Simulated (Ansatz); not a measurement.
# Starting-point dependence of the GW gap of Si3N4 (Fd-3m)

How much of the starting functional survives in the G0W0 gap of Si3N4 (Fd-3m)?

Main program and level: Ansatz 0.2.0; G0W0 on several functionals, plane waves, PAW.

## Step 1: Set-up

The structure is cubic, space group Fd-3m (No. 227). Conventional cell: a = 7.787 Å, b = 7.787 Å, c = 7.787 Å, α = 90.00°, β = 90.00°, γ = 90.00°. Nearest to Si lie 6 N at 1.89 Å. Si has 4 N at 1.79 Å nearest. N has 4 Si at 1.79 to 1.89 Å nearest. Farther neighbours and most contacts between anions are not listed.

As a file:

```xyz
14
Lattice="0.0000 3.8937 3.8937 3.8937 0.0000 3.8937 3.8937 3.8937 0.0000" Properties=species:S:1:pos:R:3 pbc="T T T"
Si    2.9203    2.9203    0.9734
Si    2.9203    0.9734    2.9203
Si    0.9734    2.9203    2.9203
Si    0.9734    0.9734    0.9734
Si    5.8406    5.8406    5.8406
Si    3.8937    3.8937    3.8937
N     2.8624    2.8624    2.8624
N     6.8719    4.8092    4.8092
N     4.8092    4.8092    6.8719
N     4.8092    6.8719    4.8092
N     4.9251    4.9251    2.8624
N     4.9251    2.8624    4.9251
N     6.8719    6.8719    6.8719
N     2.8624    4.9251    4.9251
```

The cell and positions are those that the Materials Project relaxed with its own functionals (PBE, PBE+U or r2SCAN), kept fixed. This is not the form that Si3N4 usually takes at ambient conditions.

## Step 2: G0W0 on PBEsol

G0W0 replaces the xc potential by the self-energy, built once from these orbitals. Only a window of levels is corrected, while the sums run over the empty bands that the input names. This step takes PAW set soft_1 files.

This step: G0W0 on PBEsol, plane waves, PAW; PAW set soft_1.

Contents of input.yaml:

```yaml
crystal:
  lattice:
    - [0.0, 3.893718, 3.893718]
    - [3.893718, 0.0, 3.893718]
    - [3.893718, 3.893718, 0.0]
  atoms:
    - { symbol: Si, position: [0.125, 0.125, 0.625] }
    - { symbol: Si, position: [0.125, 0.625, 0.125] }
    - { symbol: Si, position: [0.625, 0.125, 0.125] }
    - { symbol: Si, position: [0.125, 0.125, 0.125] }
    - { symbol: Si, position: [0.75, 0.75, 0.75] }
    - { symbol: Si, position: [0.5, 0.5, 0.5] }
    - { symbol: "N", position: [0.367563, 0.367563, 0.367563] }
    - { symbol: "N", position: [0.352689, 0.882437, 0.882437] }
    - { symbol: "N", position: [0.882437, 0.882437, 0.352689] }
    - { symbol: "N", position: [0.882437, 0.352689, 0.882437] }
    - { symbol: "N", position: [0.367563, 0.367563, 0.897311] }
    - { symbol: "N", position: [0.367563, 0.897311, 0.367563] }
    - { symbol: "N", position: [0.882437, 0.882437, 0.882437] }
    - { symbol: "N", position: [0.897311, 0.367563, 0.367563] }
kpoints:
  mp_grid: { grid: [4, 4, 4] }
hamiltonian:
  xc: pbesol
  pseudopotentials: { kind: paw, azcp: { folder: soft_1 }, xc_functional: pbe }
scf:
  occupations: { method: fixed }
gw:
  n_empty_bands: 647
  ecut_chi: 180.0
  qp_bands: [v4, c4]
  qp_kpoints: band_edges
  screening: { model: contour_deformation }
```

The run is started by

```sh
$ ansatz run input.yaml --threads 3 --pin off --max-ram 92160MiB --backend cuda --events-out ev --progress --plain --runs-dir out --devices 1 --max-vram 13GiB
```

Numbers of over 12 decimals in the logs are rounded to 6 here.

Log:

```text
GPUs: using 1 of 1 available (devices: 1).
Engine: ansatz 0.2.0, x86_64-unknown-linux-gnu
Pseudopotentials: kind: paw
Pseudopotential: Si, paw, valence charge 4, recommended cutoff 420 eV (normal), soft_1/Si.paw.azcp
Pseudopotential: N, paw, valence charge 5, recommended cutoff 420 eV (normal), soft_1/N.paw.azcp
Functional definition: PBEsol
  exchange = pbesol_x
  correlation = pbesol_c
device memory: the entry about to start is reckoned to put 2.5 GiB on a device that reports 56.1 GiB free (of which the cap on the GPU budget leaves the run 13.0 GiB)
GPU FFT provider: cuFFT
GPU libraries: cuBLAS 13.8.2, cuFFT 12.4.0, cuSOLVER 12.3.4
Crystal: 14 atoms, lattice volume = 118.066 Å³
Basis set: ecut = 420 eV, 2277 PW (Γ)
Bands: 46, of which v1, the nominal top of the filled ones, is band 32 counted from 1 (31 counted from 0)
Symmetry: 48 space group operations
Space group: Fd-3m (ITA 227), of the structure as read, at distance tolerance 4.9e-5 Å
k-points: 8 of 64
Non-local potential: Si, projectors of the file, l = 0: 2, l = 1: 2, l = 2: 1
Non-local potential: N, projectors of the file, l = 0: 2, l = 1: 2, l = 2: 1
PAW form: soft (Blöchl's): semilocal exchange-correlation on the pseudo side does not see the compensation charge
PAW frozen core: Si, regenerated for the run's functional, and the local potential with it (the file was generated under x = pbe(κ = 0.804, μ = 0.219515), c = pbe(β = 0.066725))
PAW frozen core: N, regenerated for the run's functional, and the local potential with it (the file was generated under x = pbe(κ = 0.804, μ = 0.219515), c = pbe(β = 0.066725))
PAW one-centre angular grid: Si, 110 points (default); XC on 64 Gauss nodes
PAW one-centre angular grid: N, 110 points (default); XC on 64 Gauss nodes
Initial density: superposition of atomic densities (chi_scale 0.1, normalization cell, long waves kept (reshape's long-wave potential 0.00 eV rms))
Initial wavefunctions: pseudopotential atomic-orbital guess
GPU buffer pool allocated for 64000 grid points (all kernels)
GPU transforms: local potential and band sums: pruned to the plane-wave sphere, on 40×40×40
Functional: x = pbesol(κ = 0.804, μ = 0.123457), c = pbesol(β = 0.046)
SCF iter   1: F=—  HF=-6780.517776 eV  |F-HF|=—  |Δ(HF+E_count)|=         —  Δρ=1.42e-1  dr2=2.48e1  ethr=3.10e-3  ⟨swp⟩=4.9  Hψ=1489  notcnv=0  defer=80
preconditioner: auto → Resta (q_TF=auto, 2.464 Å⁻¹)  ε∞=4.0  [insulator: Δε(μ)=5.209 eV  Ē_g=15.842 eV  n_scr=26 (ndim 8)  ℏωp=27.3 eV  f_vac=0.000  ε∞_Penn≈4.0]
SCF iter   2: F=—  HF=-6773.092206 eV  |F-HF|=—  |Δ(HF+E_count)|=    7.43e0  Δρ=4.91e-2  dr2=1.80e0  ethr=3.10e-3  ⟨swp⟩=3.4  Hψ=827  notcnv=0  defer=81
SCF iter   3: F=—  HF=-6772.734442 eV  |F-HF|=—  |Δ(HF+E_count)|=   3.58e-1  Δρ=2.29e-2  dr2=3.22e-1  ethr=2.81e-3  ⟨swp⟩=2.1  Hψ=393  notcnv=0  defer=91
SCF iter   4: F=—  HF=-6772.685189 eV  |F-HF|=—  |Δ(HF+E_count)|=   4.93e-2  Δρ=1.68e-3  dr2=2.80e-3  ethr=5.04e-4  ⟨swp⟩=2.1  Hψ=334  notcnv=0  defer=92
SCF iter   5: F=—  HF=-6772.687087 eV  |F-HF|=—  |Δ(HF+E_count)|=   1.90e-3  Δρ=5.26e-4  dr2=2.43e-4  ethr=4.38e-6  ⟨swp⟩=2.0  Hψ=543  notcnv=0  defer=92
SCF iter   6: F=—  HF=-6772.687152 eV  |F-HF|=—  |Δ(HF+E_count)|=   6.59e-5  Δρ=6.86e-5  dr2=8.66e-6  ethr=3.80e-7  ⟨swp⟩=2.0  Hψ=500  notcnv=0  defer=91
SCF iter   7: F=-6772.687151 eV  HF=-6772.687151 eV  |F-HF|=1.18e-8  |Δ(HF+E_count)|=   1.48e-6  Δρ=1.05e-5  dr2=9.16e-8  ethr=1.56e-10  ⟨swp⟩=17.6  Hψ=2771  notcnv=0
SCF 1 converged in 7 iterations: F = -6772.687151 eV  dr2 = 9.16e-8
  greatest PAW one-centre occupation: 0.788 electrons in one spin orbital (limit 2), on the N atom at site 11 (counted from 0), in its partial waves of l = 0
device memory: the entry about to start is reckoned to put 3.2 GiB on a device that reports 55.1 GiB free (of which the cap on the GPU budget leaves the run 13.0 GiB)
NSCF: frozen V_eff on 8 k-points
the band table was solved once the SCF had ended and its energy, with any forces and stress, was formed, with the checks that follow a solve (1556 applications of the Hamiltonian). They found nothing against the state; the energy, forces and stress were not computed again (output.eigenvalues in the input reference)
device memory: the entry about to start is reckoned to put 5.3 GiB on a device that reports 53.4 GiB free (of which the cap on the GPU budget leaves the run 13.0 GiB)
NSCF: frozen V_eff on 8 k-points
G₀W₀ screening: q 1/8
[... further progress lines ...]
device memory: the entry about to start is reckoned to put 0.7 GiB on a device that reports 55.9 GiB free (of which the cap on the GPU budget leaves the run 13.0 GiB)
NSCF: frozen V_eff on 1 k-points
SCF converged after 7 iterations
Free energy (F): -6772.687151 eV
Harris-Foulkes:  -6772.687151 eV  (|F-HF|=1.18e-8)
Internal energy: -6772.687151 eV  (E = F + TS)
E sigma→0 (E₀):  -6772.687151 eV
Fermi energy:    10.870006 eV
--- Per-component energies (eV) ---
  E_band       = 264.938279
  E_kinetic    = 1336.626011
  E_local      = -1354.609153  (includes V_loc(G=0)·N_el)
  E_nonlocal   = 400.834168
  E_hartree    = 484.372849
  E_xc         = -824.417795
  E_vxc        = -911.140231  (∫ρ·V_xc dr)
  E_paw        = -3975.073417  (= ΣΔE_a)
  E_vpaw       = -175.519092  (= ΣTr[D̂ρ^β])
  E_aug_tail   = 0.007304  (compensation charges beyond the density's cutoff)
  E_ewald      = -2840.841273
  E_core_change = 0.414155  (= ΣΔE_core)
  E_smearing   = -0.000000  (= −TS)
  E_closure    = 0.000000  (closes the sum)
  Σ components = -6772.687151   (vs F -6772.687151, Δ=0.00e0)
--- Band table (eV; the first three rows and the last of 8) ---
  k-point 0: bands = [... 28 lower, 10.7367, 10.8551, 10.8551, 10.8551, 14.1148, 14.1148, 14.1148, 15.6854, ... 10 higher]
  k-point 1: bands = [... 28 lower, 10.4002, 10.4443, 10.7563, 10.7563, 14.8612, 15.1165, 15.1165, 16.7741, ... 10 higher]
  k-point 2: bands = [... 28 lower, 10.4181, 10.4181, 10.5588, 10.5588, 15.6949, 16.5177, 16.5177, 17.0506, ... 10 higher]
  k-point 7: bands = [... 28 lower, 9.8386, 9.8386, 10.1526, 10.1526, 17.4147, 17.4147, 17.9341, 17.9341, ... 10 higher]
--- G₀W₀: contour deformation, 6 samples at zero and on the imaginary axis and 2 off it, 64 q-points, 647 empty bands' worth ---
  eigenvalues of the whole cell's RPA ε∞ on this k-mesh (on a slab, of 1 + 4πα/V) = 5.1755, 5.1755, 5.1755; static W/v taken at q = 0 is 0.193218
  bands read: the sum over 679 bands ends inside a degenerate multiplet in 3 slots, whose members it reads at an even weight; the widest, k=1: bands 679 to 680 (counted from 1) at 1/2 each
  gw.qp_kpoints: band_edges: 8 of 8 stored k-points solved, in 1 pass; an edge of the gap read off the rows below is read off those points alone
    ik  band        ε_KS         Σx   Σc(E_QP)       V_xc       Z   E_QP_lin       E_QP  E_QP is
     0    29     10.7367   -22.0389     3.0078   -18.1324  0.7965     9.8325     9.8379  root
     0    30     10.8551   -22.4219     2.9119   -18.6197  0.7986     9.9597     9.9648  root
     0    31     10.8551   -22.4219     2.9119   -18.6197  0.7986     9.9597     9.9648  root
     0    32     10.8551   -22.4219     2.9119   -18.6197  0.7986     9.9597     9.9648  root
     0    33     14.1148    -8.5992    -4.3116   -13.5644  0.8346    14.7704    14.7683  root
     0    34     14.1148    -8.5992    -4.3116   -13.5644  0.8346    14.7704    14.7683  root
     0    35     14.1148    -8.5992    -4.3116   -13.5644  0.8346    14.7704    14.7683  root
     0    36     15.6854    -9.2574    -4.7383   -14.8527  0.8293    16.5465    16.5424  root
     1    29     10.4002   -22.0005     3.0386   -18.0409  0.7963     9.4734     9.4793  root
     1    30     10.4443   -21.8792     3.0553   -17.9022  0.7958     9.5168     9.5227  root
     1    31     10.7563   -22.2644     2.9359   -18.4344  0.7979     9.8569     9.8622  root
     1    32     10.7563   -22.2644     2.9359   -18.4344  0.7979     9.8569     9.8622  root
     1    33     14.8612    -8.5823    -4.4748   -13.7615  0.8324    15.5682    15.5655  root
     1    34     15.1165    -8.5886    -4.4692   -13.7509  0.8309    15.8122    15.8096  root
     1    35     15.1165    -8.5886    -4.4692   -13.7509  0.8309    15.8122    15.8096  root
     1    36     16.7741    -9.4997    -4.9190   -15.3111  0.8215    17.6716    17.6665  root
     2    29     10.4181   -22.2737     3.0054   -18.3439  0.7974     9.4880     9.4938  root
     2    30     10.4181   -22.2737     3.0054   -18.3439  0.7974     9.4880     9.4938  root
     2    31     10.5588   -21.9561     2.9870   -18.0677  0.7967     9.6518     9.6574  root
     2    32     10.5588   -21.9561     2.9870   -18.0677  0.7967     9.6518     9.6574  root
     2    33     15.6949    -8.2775    -4.6975   -13.7373  0.8293    16.4607    16.4572  root
     2    34     16.5177    -7.3634    -4.8422   -12.9156  0.8264    17.2311    17.2277  root
     2    35     16.5177    -7.3634    -4.8422   -12.9156  0.8264    17.2311    17.2277  root
     2    36     17.0506    -9.3389    -4.9480   -15.1708  0.8257    17.9395    17.9345  root
[...]
7    29      9.8386   -21.9719     3.1226   -17.8840  0.7951     8.8665     8.8733  root
     7    30      9.8386   -21.9719     3.1226   -17.8840  0.7951     8.8665     8.8733  root
     7    31     10.1526   -21.6613     3.0380   -17.6938  0.7961     9.2170     9.2231  root
     7    32     10.1526   -21.6613     3.0380   -17.6938  0.7961     9.2170     9.2231  root
     7    33     17.4147    -8.1457    -4.9352   -13.8549  0.8176    18.1932    18.1887  root
     7    34     17.4147    -8.1457    -4.9352   -13.8549  0.8176    18.1932    18.1887  root
     7    35     17.9341    -8.3561    -5.1416   -14.3491  0.8138    18.7914    18.7857  root
     7    36     17.9341    -8.3561    -5.1416   -14.3491  0.8138    18.7914    18.7857  root
```

Run time: 18 s. Hardware: 1 × NVIDIA H100 80GB HBM3 (shared by 6 runs) with 3 threads of AMD EPYC 7R13 (Zen 3), shared host; peak memory 1.9 GiB.

This step gave:

- bands summed: 679
- RPA ε∞ on this mesh (eigenvalues): 5.175, 5.175, 5.175
- plane waves in the screening matrix: 645
- q-points in the mesh: 64
- G0W0 gap on the mesh: 4.779 eV
- k of the valence top: 0, 0.25, -0.25
- k of the conduction bottom: 0, 0, 0
- starting gap on the mesh: 3.245 eV
- Z at the valence top: 0.7979
- Z at the conduction bottom: 0.8346
- least direct G0W0 gap on the computed points: 4.804 eV

The gap on the mesh goes from 3.24 eV to 4.78 eV, a correction of +1.53 eV. Between the two edge states, bare exchange in place of the xc potential would open the gap by 8.77 eV, and correlation takes back 7.23 eV.

(Continued in part 2 of 2.)

[Paths, hosts, dates, memory and timing lines, banners, echoed tables and standing remarks are left out of the program output.]

[Logs are printed without paths, hosts, clocks, repeated set-up lines and the standing remarks that a program may print on its own settings, such as how far it seeks lower states.]

[Runs of the session that timed out or met a known fault of the program may be left out.]

[Cells called generated may have been cut or substituted from an entry of the Crystallography Open Database or the Materials Project.]

[Hosts, paths, dates, database ids (printed as entryN), source tags and the programs' standing remarks are cut or masked in the printed files.]
